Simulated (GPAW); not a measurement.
# A Pd chain with CO on top of one atom: relaxation, then transmission at several levels, part 2 of 3

Aim: the conductance of a Pd chain with CO on top of one atom after relaxation, and whether geometry, basis or functional moves it most.

GPAW 26.7.0; GPAW LCAO, PAW setups; relaxation of the junction within the symmetry of its start, lead ends held (the session's first sound run).

So far, transmission at the Fermi level (one spin): step 3 (double-zeta polarised basis) 0.440.

**4. Single-zeta polarised basis**

Level of this step: GPAW LCAO, PAW setups; Landauer transmission from Green's functions with principal layers (ASE), zero bias (GPAW).

One radial function a shell plus polarisation makes the matrices smaller; the question is what that costs.

The input, run.py:

```python
import json
import numpy as np
from ase import Atoms
from ase.transport.calculators import TransportCalculator
from gpaw import GPAW, FermiDirac
from gpaw.lcao.tools import get_lcao_hamiltonian
from scipy.linalg import eigh

# The junction with lead layers at both ends, along the third cell vector
device = Atoms(
    ['Pd', 'Pd', 'Pd', 'Pd', 'Pd', 'Pd', 'Pd', 'Pd', 'Pd', 'C', 'O', 'Pd', 'Pd', 'Pd', 'Pd', 'Pd', 'Pd', 'Pd', 'Pd'],
    positions=[
        [4.50000, 4.50000, 1.25000],
        [4.50000, 4.50000, 3.75000],
        [4.50000, 4.50000, 6.25000],
        [4.50000, 4.50000, 8.75000],
        [4.50000, 4.50000, 11.25000],
        [4.50000, 4.50000, 13.75000],
        [4.50000, 4.50000, 16.25000],
        [5.32385, 4.50000, 18.90159],
        [3.95561, 4.50000, 21.25000],
        [5.83993, 4.50000, 21.25000],
        [7.03353, 4.50000, 21.25000],
        [5.32385, 4.50000, 23.59841],
        [4.50000, 4.50000, 26.25000],
        [4.50000, 4.50000, 28.75000],
        [4.50000, 4.50000, 31.25000],
        [4.50000, 4.50000, 33.75000],
        [4.50000, 4.50000, 36.25000],
        [4.50000, 4.50000, 38.75000],
        [4.50000, 4.50000, 41.25000]],
    cell=[[9.0, 0.0, 0.0], [0.0, 9.0, 0.0], [0.0, 0.0, 42.5]],
    pbc=True)

# One principal layer of the lead: the first 5 atoms of the device
lead = Atoms(
    ['Pd', 'Pd', 'Pd', 'Pd', 'Pd'],
    positions=[
        [4.50000, 4.50000, 1.25000],
        [4.50000, 4.50000, 3.75000],
        [4.50000, 4.50000, 6.25000],
        [4.50000, 4.50000, 8.75000],
        [4.50000, 4.50000, 11.25000]],
    cell=[[9.0, 0.0, 0.0], [0.0, 9.0, 0.0], [0.0, 0.0, 12.5]],
    pbc=True)

settings = dict(mode='lcao', basis='szp(dzp)', xc='PBE', h=0.18,
                occupations=FermiDirac(0.1), maxiter=250,
                mixer=dict(beta=0.1, nmaxold=8, weight=100.0),
                convergence=dict(density=0.0001))
energies = np.arange(-2, 2 + 1e-9, 0.025)
eta = 0.0001
n1, n2 = 1, 1
# k and -k transmit alike, so half of the mesh across the current serves
mesh = [(i, j) for i in range(n1) for j in range(n2) if (i, j) <= (-i % n1, -j % n2)]
weights = np.array([1 if (i, j) == (-i % n1, -j % n2) else 2 for i, j in mesh]) / (n1 * n2)

# [... helper functions left out ...]
fermi_lead = ground_state(lead, (1, 1, 9), 'lead.txt')
fermi_device = ground_state(device, (1, 1, 2), 'device.txt')
# [... loop over the mesh left out, but for ...]
        # Shift the lead onto the potential of the device's first layer
        shift = ((H[:, 0, 0] - H0[:, 0, 0]) / S0[0, 0]).real.mean()
# [...]
kT = 8.617333e-5 * 300
bias = [0.1, 0.2, 0.5, 1.0, 1.5, 2.0]
# [... integrals and printing left out ...]
```

Run with:

```bash
OMP_NUM_THREADS=1 OPENBLAS_NUM_THREADS=1 python run.py
```

The log of the run:

```text
basis functions: device 273, principal layer 75
Fermi level: lead -4.1824 eV, device -4.0359 eV; lead shifted by 0.0009 eV
largest coupling past the next layer 1.09e-04 eV, largest misfit of the first layer 0.043 eV
  E-E_F (eV)   T (one spin)  [channel counts left out]
    -2.000    1.2140e-02
    -1.975    1.4036e-02
    -1.950    1.6705e-02
    -1.925    2.0331e-02
    -1.900    2.5221e-02
    -1.875    3.1957e-02
    -1.850    4.1387e-02
    -1.825    5.4964e-02
    -1.800    7.5165e-02
    -1.775    1.0639e-01
    -1.750    1.5670e-01
    -1.725    2.4104e-01
    -1.700    3.8500e-01
    -1.675    6.1556e-01
    -1.650    8.8692e-01
    -1.625    9.9325e-01
[...]
1.825    9.9556e-01
     1.850    9.9740e-01
     1.875    9.9828e-01
     1.900    9.9738e-01
     1.925    9.9346e-01
     1.950    9.8474e-01
     1.975    9.6872e-01
     2.000    9.4205e-01
conductance at 300 K: 0.18069 G0 a cell; thermopower 0.4645 uV/K
current from the zero-bias T(E) at 0.1 V: 1.3853 uA
current from the zero-bias T(E) at 0.2 V: 2.7164 uA
current from the zero-bias T(E) at 0.5 V: 6.5991 uA
current from the zero-bias T(E) at 1.0 V: 19.667 uA
current from the zero-bias T(E) at 1.5 V: 53.834 uA
current from the zero-bias T(E) at 2.0 V: 81.983 uA
```

Run time: 4.7 min. Hardware: 1 thread of Arm Neoverse V2, shared host; peak memory 2.5 GiB.

This step gave:

```yaml
conductance: 0.1807 G₀
largest_coupling_past_the_next_principal_layer: 1.09e-4 eV
largest_misfit_of_the_first_principal_layer: 0.04288 eV
shift_that_aligns_the_lead: 9.34e-4 eV
basis_functions_of_the_junction: 273
basis_functions_of_a_principal_layer: 75
transmission_at_the_fermi_level_one_spin: 0.1883
```

One spin. Transmission, zone mean against energy, zero at the Fermi level:

```
energy (eV)  transmission, zone mean
     -2.000                   0.0121
     -1.900                   0.0252
     -1.800                   0.0752
     -1.700                    0.385
     -1.625                    0.993
     -1.600                    0.856
     -1.500                    0.327
     -1.400                    0.218
     -1.300                    0.206
     -1.200                    0.231
     -1.100                    0.305
     -1.000                    0.432
     -0.900                    0.512
     -0.800                    0.669
     -0.700                     1.91
     -0.675                     2.15
     -0.625                     2.17
     -0.600                    0.337
     -0.575                     1.08
     -0.500                    0.561
     -0.475                     1.69
     -0.400                    0.145
     -0.300                   0.0262
     -0.200                    0.120
     -0.100                    0.164
      0.000                    0.188
      0.100                    0.166
      0.200                    0.220
      0.300                    0.283
      0.400                    0.360
      0.500                    0.453
      0.600                    0.559
      0.700                    0.671
      0.800                    0.777
      0.900                    0.867
      1.000                    0.933
      1.100                    0.974
      1.200                    0.993
      1.300                    0.998
      1.400                    0.994
      1.500                    0.988
      1.600                    0.984
      1.700                    0.986
      1.800                    0.993
      1.900                    0.997
      2.000                    0.942
```

Not self-consistent under bias; the bias window is split evenly. Current through one cell, from the zero-bias transmission against bias:

```
bias (V)  current through one cell, from the zero-bias transmission (μA)
   0.100                                                            1.39
   0.200                                                            2.72
   0.500                                                            6.60
   1.000                                                            19.7
   1.500                                                            53.8
   2.000                                                            82.0
```

Table of transmission of the three most open eigenchannels by energy, zero at the Fermi level:

```
energy (eV)  channel 1  channel 2  channel 3
     -2.000     0.0104    0.00172     2.7e-6
     -1.900     0.0244     7.9e-4     1.6e-5
     -1.800     0.0746     5.7e-4     3.9e-5
     -1.700      0.384     5.4e-4     7.4e-5
     -1.600      0.855     6.6e-4     1.2e-4
     -1.500      0.326    0.00102     1.9e-4
     -1.400      0.216    0.00201     2.9e-4
     -1.300      0.200    0.00514     3.7e-4
     -1.200      0.213     0.0177     2.5e-4
     -1.100      0.234     0.0653    0.00438
     -1.000      0.270      0.122     0.0342
     -0.900      0.316      0.120     0.0527
     -0.800      0.402      0.140     0.0800
     -0.700      0.940      0.732      0.190
     -0.600      0.201      0.136     3.6e-4
     -0.500      0.485     0.0731    0.00221
     -0.400      0.123     0.0193    0.00265
     -0.300     0.0165    0.00971     3.4e-5
     -0.200     0.0547     0.0464     0.0105
     -0.100     0.0986     0.0497    0.00784
      0.000      0.159     0.0230    0.00348
      0.100      0.166     2.3e-7    2.5e-11
      0.200      0.220     2.3e-7          0
      0.300      0.283     2.3e-7          0
      0.400      0.360     2.4e-7          0
      0.500      0.453     2.4e-7          0
      0.600      0.559     2.4e-7          0
      0.700      0.671     2.4e-7          0
      0.800      0.777     2.5e-7          0
      0.900      0.867     2.5e-7          0
      1.000      0.933     2.5e-7          0
      1.100      0.974     2.5e-7          0
      1.200      0.993     2.6e-7          0
      1.300      0.998     2.6e-7          0
      1.400      0.994     2.6e-7          0
      1.500      0.988     2.6e-7          0
      1.600      0.984     2.6e-7          0
      1.700      0.986     2.7e-7          0
      1.800      0.993     2.7e-7          0
      1.900      0.997     2.7e-7          0
      2.000      0.942     2.7e-7          0
```

The conductance, 0.181 G₀, lies 59 % below that of the dzp run.

**5. Minimal basis**

The minimal basis is the cheapest rung: no second zeta and no polarisation.

Changes to run.py since step 4:

```diff
@@ -46,3 +46,3 @@
 
-settings = dict(mode='lcao', basis='szp(dzp)', xc='PBE', h=0.18,
+settings = dict(mode='lcao', basis='sz(dzp)', xc='PBE', h=0.18,
                 occupations=FermiDirac(0.1), maxiter=250,
```

The log of the run:

```text
basis functions: device 212, principal layer 60
Fermi level: lead -4.1971 eV, device -4.0577 eV; lead shifted by -0.0010 eV
largest coupling past the next layer 1.08e-04 eV, largest misfit of the first layer 0.044 eV
  E-E_F (eV)   T (one spin)  [channel counts left out]
    -2.000    1.1017e-02
    -1.975    1.2303e-02
    -1.950    1.4205e-02
[...]
1.975    9.9000e-01
     2.000    9.9671e-01
conductance at 300 K: 0.22133 G0 a cell; thermopower -0.9188 uV/K
current from the zero-bias T(E) at 0.1 V: 1.6994 uA
current from the zero-bias T(E) at 0.2 V: 3.3339 uA
current from the zero-bias T(E) at 0.5 V: 8.166 uA
current from the zero-bias T(E) at 1.0 V: 23.377 uA
current from the zero-bias T(E) at 1.5 V: 59.337 uA
current from the zero-bias T(E) at 2.0 V: 88.956 uA
```

The job ended after 3.3 min (1 thread; peak memory 2.4 GiB).

This step gave:

```yaml
conductance: 0.2213 G₀
largest_coupling_past_the_next_principal_layer: 1.08e-4 eV
largest_misfit_of_the_first_principal_layer: 0.04450 eV
shift_that_aligns_the_lead: -0.001050 eV
basis_functions_of_the_junction: 212
basis_functions_of_a_principal_layer: 60
transmission_at_the_fermi_level_one_spin: 0.2279
```

One spin. Transmission, zone mean against energy, zero at the Fermi level:

```
energy (eV)  transmission, zone mean
     -2.000                   0.0110
     -1.900                   0.0203
     -1.800                   0.0534
     -1.700                    0.233
     -1.600                    0.996
     -1.500                    0.443
     -1.400                    0.285
     -1.300                    0.271
     -1.200                    0.307
     -1.100                    0.385
     -1.000                    0.488
     -0.900                    0.532
     -0.800                    0.618
     -0.700                     1.31
     -0.650                     2.03
     -0.600                     2.08
     -0.550                     1.02
     -0.500                    0.348
     -0.450                     1.63
     -0.400                    0.306
     -0.300                   0.0709
     -0.200                    0.157
     -0.100                    0.201
      0.000                    0.228
      0.100                    0.200
      0.200                    0.262
      0.300                    0.334
      0.400                    0.426
      0.500                    0.537
      0.600                    0.663
      0.700                    0.787
      0.800                    0.892
      0.900                    0.963
      1.000                    0.995
      1.050                    0.998
      1.100                    0.995
      1.200                    0.974
      1.300                    0.945
      1.400                    0.917
      1.500                    0.896
      1.600                    0.886
      1.700                    0.890
      1.800                    0.914
      1.900                    0.956
      2.000                    0.997
```

The conductance, 0.221 G₀, lies 49 % below that of the dzp run.

**6. LDA in the dzp basis: xc = "LDA"**

Back in the dzp basis, the functional changes from PBE to LDA, to set the spread between functionals beside that between bases.

Changes to run.py since step 5:

```diff
@@ -46,3 +46,3 @@
 
-settings = dict(mode='lcao', basis='sz(dzp)', xc='PBE', h=0.18,
+settings = dict(mode='lcao', basis='dzp', xc='LDA', h=0.18,
                 occupations=FermiDirac(0.1), maxiter=250,
```

The log of the run:

```text
basis functions: device 485, principal layer 135
Fermi level: lead -4.4058 eV, device -4.2438 eV; lead shifted by 0.0001 eV
largest coupling past the next layer 1.19e-04 eV, largest misfit of the first layer 0.061 eV
  E-E_F (eV)   T (one spin)  [channel counts left out]
    -2.000    2.1139e-02
    -1.975    4.7579e-02
    -1.950    2.3539e-01
[...]
1.975    1.0197e-02
     2.000    1.4770e-03
conductance at 300 K: 0.4842 G0 a cell; thermopower -1.636 uV/K
current from the zero-bias T(E) at 0.1 V: 3.7409 uA
current from the zero-bias T(E) at 0.2 V: 7.4225 uA
current from the zero-bias T(E) at 0.5 V: 18.339 uA
current from the zero-bias T(E) at 1.0 V: 48.507 uA
current from the zero-bias T(E) at 1.5 V: 90.882 uA
current from the zero-bias T(E) at 2.0 V: 119.49 uA
```

Elapsed: 7 min, on 1 thread; peak memory 2.6 GiB.

This step gave:

```yaml
conductance: 0.4842 G₀
largest_coupling_past_the_next_principal_layer: 1.19e-4 eV
largest_misfit_of_the_first_principal_layer: 0.06084 eV
shift_that_aligns_the_lead: 8.84e-5 eV
basis_functions_of_the_junction: 485
basis_functions_of_a_principal_layer: 135
transmission_at_the_fermi_level_one_spin: 0.4886
```

The conductance, 0.484 G₀, lies 11 % above that of the dzp run.

**7. The structure as built: geometry = "as built"**

The dzp basis with PBE on the structure as first built shows what the relaxation was worth.

Changes to run.py since step 6:

```diff
@@ -19,7 +19,7 @@
         [4.50000, 4.50000, 16.25000],
-        [5.32385, 4.50000, 18.90159],
-        [3.95561, 4.50000, 21.25000],
-        [5.83993, 4.50000, 21.25000],
-        [7.03353, 4.50000, 21.25000],
-        [5.32385, 4.50000, 23.59841],
+        [4.50000, 4.50000, 18.75000],
+        [4.50000, 4.50000, 21.25000],
+        [6.25850, 4.50000, 21.25000],
+        [7.41850, 4.50000, 21.25000],
+        [4.50000, 4.50000, 23.75000],
         [4.50000, 4.50000, 26.25000],
@@ -46,3 +46,3 @@
 
-settings = dict(mode='lcao', basis='dzp', xc='LDA', h=0.18,
+settings = dict(mode='lcao', basis='dzp', xc='PBE', h=0.18,
                 occupations=FermiDirac(0.1), maxiter=250,
```

The log of the run:

```text
basis functions: device 485, principal layer 135
Fermi level: lead -4.0196 eV, device -3.8940 eV; lead shifted by 0.0008 eV
largest coupling past the next layer 1.07e-04 eV, largest misfit of the first layer 0.042 eV
  E-E_F (eV)   T (one spin)  [channel counts left out]
    -2.000    1.6403e+00
    -1.975    1.4931e+00
    -1.950    1.4250e+00
[...]
1.975    1.5989e-01
     2.000    1.5983e-01
conductance at 300 K: 2.1294 G0 a cell; thermopower 13.38 uV/K
current from the zero-bias T(E) at 0.1 V: 16.321 uA
current from the zero-bias T(E) at 0.2 V: 31.597 uA
current from the zero-bias T(E) at 0.5 V: 69.546 uA
current from the zero-bias T(E) at 1.0 V: 125.65 uA
current from the zero-bias T(E) at 1.5 V: 179.1 uA
current from the zero-bias T(E) at 2.0 V: 230.22 uA
```

Run time: 7.4 min. Hardware: 1 thread; peak memory 2.6 GiB.

This step gave:

```
conductance                                    : 2.129 G₀
largest coupling past the next principal layer : 1.07e-4 eV
largest misfit of the first principal layer    : 0.04197 eV
shift that aligns the lead                     : 8.41e-4 eV
transmission at the Fermi level (one spin)     : 2.190
```

The conductance, 2.13 G₀, lies 389 % above that of the dzp run.

**8. Cost and result by level**

Times are for 1 thread of Arm Neoverse V2, shared host. The series side by side:

```
no.      run  conductance (G₀)     time  memory (GiB)
  1      dzp            0.4355  7.2 min           2.6
  2      szp            0.1807  4.7 min           2.5
  3       sz            0.2213  3.3 min           2.4
  4  dzp LDA            0.4842    7 min           2.6
  5  asbuilt             2.129  7.4 min           2.6
```

**9. Comparison**

The curves are compared point by point over the common energies.

This step: comparison of transmission and cost over codes, levels and geometry (GPAW 26.7.0).

Ladder, by row:

```
   step  code  T at the Fermi level (sum over the listed spins)  conductance (G0)  r.m.s. T(E) from the first  wall time (s)  peak memory (GiB)  threads
    dzp  GPAW                                            0.4395            0.4355                           0          432.3               2.63        1
    szp  GPAW                                            0.1883            0.1807                      0.4177          282.7               2.49        1
     sz  GPAW                                            0.2279            0.2213                      0.3728          198.2               2.37        1
dzp-LDA  GPAW                                            0.4886            0.4842                      0.2264          420.6               2.63        1
asbuilt  GPAW                                              2.19             2.129                       1.141          446.8               2.63        1
```

[end of part 2 of 3]

[Logs are printed without paths, hosts, clocks, repeated set-up lines and the standing remarks that a program may print on its own settings, such as how far it seeks lower states.]

[Hosts, paths, dates, database ids (printed as entryN), source tags and the programs' standing remarks are cut or masked in the printed files.]
